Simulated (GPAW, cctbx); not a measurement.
# How far are the atoms of (AlAs)2(BeTe)2 from free atoms?

Question: by how much does bonding change the X-ray structure factors of (AlAs)2(BeTe)2, and what does a routine refinement make of it?

The cell is a (AlAs)2(BeTe)2 superlattice along [001] of the zinc-blende type, started at the mean lattice constant and relaxed freely, with no substrate. All numbers below are calculated.

**1. Relax the structure**

The density hangs on the geometry, so cell and atoms are relaxed first, with the symmetry held. The cutoff is set higher than for the density because stress converges slowly with plane waves.

Settings: GPAW 26.7.0, PBE, 570 eV, 6×6×2 k-points (along the axes of the calculation cell), Fermi–Dirac width 0.1 eV, BFGS to 0.03 eV/Å.

```text
cell
1.0
     4.026973119    0.000000000    0.000000000
     0.000000000    4.026973119    0.000000000
     0.000000000    0.000000000   11.390000000
Al As Be Te
2 2 2 2
Direct
0.000000000 0.000000000 0.000000000
0.500000000 0.500000000 0.250000000
0.500000000 0.000000000 0.125000000
0.000000000 0.500000000 0.375000000
0.000000000 0.000000000 0.500000000
0.500000000 0.500000000 0.750000000
0.500000000 0.000000000 0.625000000
0.000000000 0.500000000 0.875000000
```

```console
$ OMP_NUM_THREADS=1 mpirun -n 4 gpaw python run.py > gpaw.log
```

```text
BFGS:    0      -32.876171        2.688675
BFGS:    1      -33.091171        1.852163
BFGS:    2      -33.387059        0.727891
BFGS:    3      -33.418328        0.746313
...
BFGS:   12      -33.573545        0.045073
BFGS:   13      -33.573673        0.034931
BFGS:   14      -33.573736        0.027689
cell  4.0494 4.0320 11.4286  90.00 90.00 90.00
volume 186.598 A^3, largest force 0.027 eV/A, largest stress 0.19 GPa
```

After 14 steps the volume has changed by +1.0 % and the energy by -0.698 eV; the largest stress left is 0.19 GPa. It took 4.1 min on 4 cores of Arm Neoverse V2 (shared host), peak memory 1.3 GiB.

Relaxed structure: Pmm2 (no. 25), a = 4.0320 Å, b = 4.0494 Å, c = 11.4286 Å, α = 90.00°, β = 90.00°, γ = 90.00°.

| atom | mult. | x | y | z |
| --- | --- | --- | --- | --- |
| Te1 | 1 | 0 | 1/2 | 0.3846 |
| Te2 | 1 | 1/2 | 0 | 0.1394 |
| As1 | 1 | 0 | 1/2 | 0.8653 |
| As2 | 1 | 1/2 | 0 | 0.6113 |
| Al1 | 1 | 0 | 0 | 0.9849 |
| Al2 | 1 | 1/2 | 1/2 | 0.7335 |
| Be1 | 1 | 0 | 0 | 0.5148 |
| Be2 | 1 | 1/2 | 1/2 | 0.2663 |

**2. The all-electron density**

X-rays see the whole electron density, so the PAW density is rebuilt with its core regions. Subtracting spherical free atoms from the same code cancels the cores and leaves the deformation density Δρ, the part due to bonding.

Settings: PBE, 450 eV, 6×6×3 k-points (along the axes of the calculation cell), Fermi–Dirac width 0.1 eV; primitive cell of 8 atoms.

```console
$ OMP_NUM_THREADS=1 mpirun -n 4 gpaw python run.py > gpaw.log
```

```text
|iter:   1|       0s |  -34.317824 | -0.29 |       |
|iter:   2|       1s |  -34.111924 | -2.21 | -0.88 |
|iter:   3|       2s |  -33.797771 | -1.78 | -0.92 |
...
|iter:   9|       7s |  -33.559495c| -6.41 | -3.37 |
|iter:  10|       8s |  -33.559498c| -7.47c| -3.79 |
|iter:  11|       9s |  -33.559498c| -8.29c| -4.23c|
```

```text
grid (40, 40, 112)  electrons 204.000  moved by bonding 1.830 e
deformation density beyond 0.5 A of the nuclei: max 0.151, min -0.076 e/A^3
atom        x       y       z   Voronoi charge  moment
Te1    0.0000  0.5000  0.3846      0.040       0.00
Te2    0.5000  0.0000  0.1394      0.018       0.00
As3    0.0000  0.5000  0.8653     -0.214       0.00
As4    0.5000  0.0000  0.6113     -0.183       0.00
Al5    0.0000  0.0000  0.9849      0.180       0.00
Al6    0.5000  0.5000  0.7335      0.182       0.00
Be7    0.0000  0.0000  0.5148     -0.001       0.00
Be8    0.5000  0.5000  0.2663     -0.023       0.00
mean inner potential of superposed free atoms 13.922 V
total magnetic moment 0.000 muB
```

Deformation density in a plane through the shortest contact of the As atom at the origin, in 0.01 e/Å³ (clipped at ±99); x from -1.6 to 3.9 Å, y from 2.4 down to -2.4 Å:

```text
  1   2  -1  -3  -2  -2  -1  -1  -1  -1  -1  -1  -1  -1  -1  -1
  .   .   .  -3  -2  -1  -1  -1  -1  -1  -1  -1  -1  -1  -1  -1
  4   .   8   3   2   0  -1  -1  -1  -1  -1  -1   0   0  -1  -1
 -2   3  10  11   7   2   0   0  -1  -2  -2  -1   0   0  -1  -1
 -1   4  11  12   6   1   1   3   2  -2  -4  -3  -2  -1  -1  -1
  0   2   4   1   .  -3   2   9   8   3   4   .  -2  -3  -2  -1
 -1  -1  -3  -4   .   .   0  13  12   8   .   .   3  -2  -2  -1
 -1  -1  -2  -5   .  -4   0   8   7   2   4   .   6   4   2   0
 -1   0   2   1  -2  -4  -1   2   1  -1  -1   6  12  11   6   2
 -1   0   2   2   1  -1  -1  -1  -1  -1   1   6  11  10   3   0
 -1  -1   0   1   0  -1  -1  -1  -1  -1   0   2   2  -3   .  -3
 -1  -1  -1  -1  -1  -1  -1  -1  -1  -1  -1  -1  -4   .   .   .
 -1  -1  -1  -1  -1  -1  -1  -1  -1  -1  -1  -1  -2  -5  -4  -4
```

Atoms in or within 0.15 Å of the plane: As (3.5, -1.9), As (0.0, 0.0), Be (2.3, 0.0), Be (-1.2, 1.9) Å. Dots mark points within about 0.45 Å of a nucleus; large values next to them are atomic features.

As gains most (-0.20 e) and Al loses most (+0.18 e), in averages over each element's sites; As is the most electronegative element, but the order of the others doesn't follow electronegativity. Such charges fall far short of formal ones, since overlapping free atoms already put density on their neighbours. Along the shortest contact from the As atom at the map's origin, As–Be at 2.30 Å, Δρ is +0.14 e/Å³ at the midpoint: a bond charge, the mark of covalency. At the midpoints of other shortest contacts it is +0.12 (Te–Be, 2.43 Å), +0.15 (As–Al, 2.44 Å) and +0.11 (Te–Al, 2.68 Å) e/Å³. Point values carry grid noise of about 0.01 e/Å³. The run needed 11 iterations, 14 s.

**3. From the density to structure factors**

The Fourier components of Δρ, added to those of the free atoms, give the static X-ray structure factors; the Mott–Bethe relation turns them into the Fourier components V of the potential that fast electrons feel.

```text
static structure factors of the conventional cell: F in electrons, V (Mott-Bethe) in volts
   h  k  l      d  |F| table  |F| free   |F| DFT   change   |V| free  |V| DFT  change %
   0  0  1 11.4286    17.838    17.850    17.774   -0.076     0.481    0.794     65.0
   0  0  2  5.7143     1.355     1.356     1.357    0.000     0.060    0.060     -0.5
   0  1  0  4.0494     0.000     0.000     0.007    0.007     0.000    0.003        -
   1  0  0  4.0320     0.000     0.000     0.006    0.006     0.000    0.002        -
   0  1  1  3.8169    34.720    34.752    34.424   -0.328     1.641    1.758      7.2
   0  0  3  3.8095    25.582    25.589    25.377   -0.212     0.841    0.926     10.2
   1  0  1  3.8023    13.399    13.411    13.310   -0.101     0.378    0.413      9.2
   0  1  2  3.3039   142.620   142.726   143.466    0.740     6.543    6.334     -3.2
   1  0  2  3.2945   150.187   150.302   150.942    0.640     6.961    6.783     -2.6
   1  1  0  2.8572   117.246   117.286   117.415    0.128     3.753    3.727     -0.7
   0  0  4  2.8571   113.702   113.743   113.886    0.143     3.701    3.674     -0.7
   0  1  3  2.7747    39.416    39.449    39.334   -0.115     1.783    1.806      1.3
   1  1  1  2.7719    34.780    34.794    34.612   -0.182     1.409    1.443      2.4
   1  0  3  2.7691    31.601    31.608    31.398   -0.211     1.035    1.076      4.0
```

The largest X-ray change is +0.74 e on 012, 0.5 % of |F|. For electrons V goes as (Z − F)/g², so a change of F counts against Z − F, which is small at low angle and wherever the atoms' terms cancel: |V| of 001 moves by +65.0 % (0.48 to 0.79 V) against -0.4 % in |F|. The tabulated Hartree–Fock atoms differ from the free DFT atoms by up to 0.11 e, so the choice of reference atom matters too.

**4. Refining ordinary atoms against data with bonding**

Routine crystallography fits spherical atoms. To see the bias, intensities are simulated from tabulated atoms plus the DFT change ΔF, so that bonding alone can misfit (8530 reflections of the full sphere, merged to the counts below, to 0.45 Å, 0.5 % proportional noise plus counting noise, assumed isotropic U as listed, Δρ smeared by the mean U) and refined with cctbx over different ranges.

```csv
range,data,R1,GooF,U Te1 (true 0.0029),U Te2 (true 0.0029),U As1 (true 0.0035),U As2 (true 0.0035),largest shift (Å),"Δρ max, min (e/Å³)"
all data,2496,0.0061,0.97,0.0029,0.0029,0.0035,0.0035,0.0021,"0.33, -0.29"
"low resolution, d > 0.84",441,0.0048,1.08,0.0028,0.0028,0.0033,0.0034,0.0023,"0.19, -0.14"
"high order, d < 0.75",1898,0.0067,0.94,0.0029,0.0029,0.0035,0.0035,0.0022,"0.29, -0.29"
"occupancies free, d > 0.7",724,0.0051,1.05,0.0029,0.0029,0.0034,0.0034,0.0031,"0.26, -0.19"
```

With all data GooF is 0.97, so at this noise the bonding hardly shows; the top residual peak lies 2.27 Å from Al and 2.27 Å from Al. No U is off by more than 3 s.u. at low resolution. With Te1 held at 1 and the scale free, the other occupancies refine to Te2 1.000(0.002), As1 1.000(0.002), As2 1.000(0.002) and Al1 1.000(0.004), within three s.u. of full.

**5. Answer**

Bonding moves 1.83 e in the primitive cell of (AlAs)2(BeTe)2 and changes the structure factors of the conventional cell in the table above by at most 0.74 e (012, 0.5 %), and among reflections above 2 % of the strongest by up to 0.9 % (011). The shortest bond, As–Be, has Δρ = +0.14 e/Å³ at its midpoint, a covalent bond charge. With all data GooF is 0.97, so at this noise the bonding hardly shows. Limits: static density, frozen cores, no spin–orbit coupling.

[Outputs are excerpts: Python notices, other lines and further rows are left out; steps that failed or that the build refused (PBEsol, TPSS) are not shown.]

[Logs are printed without paths, hosts, clocks, repeated set-up lines and the standing remarks that a program may print on its own settings, such as how far it seeks lower states.]
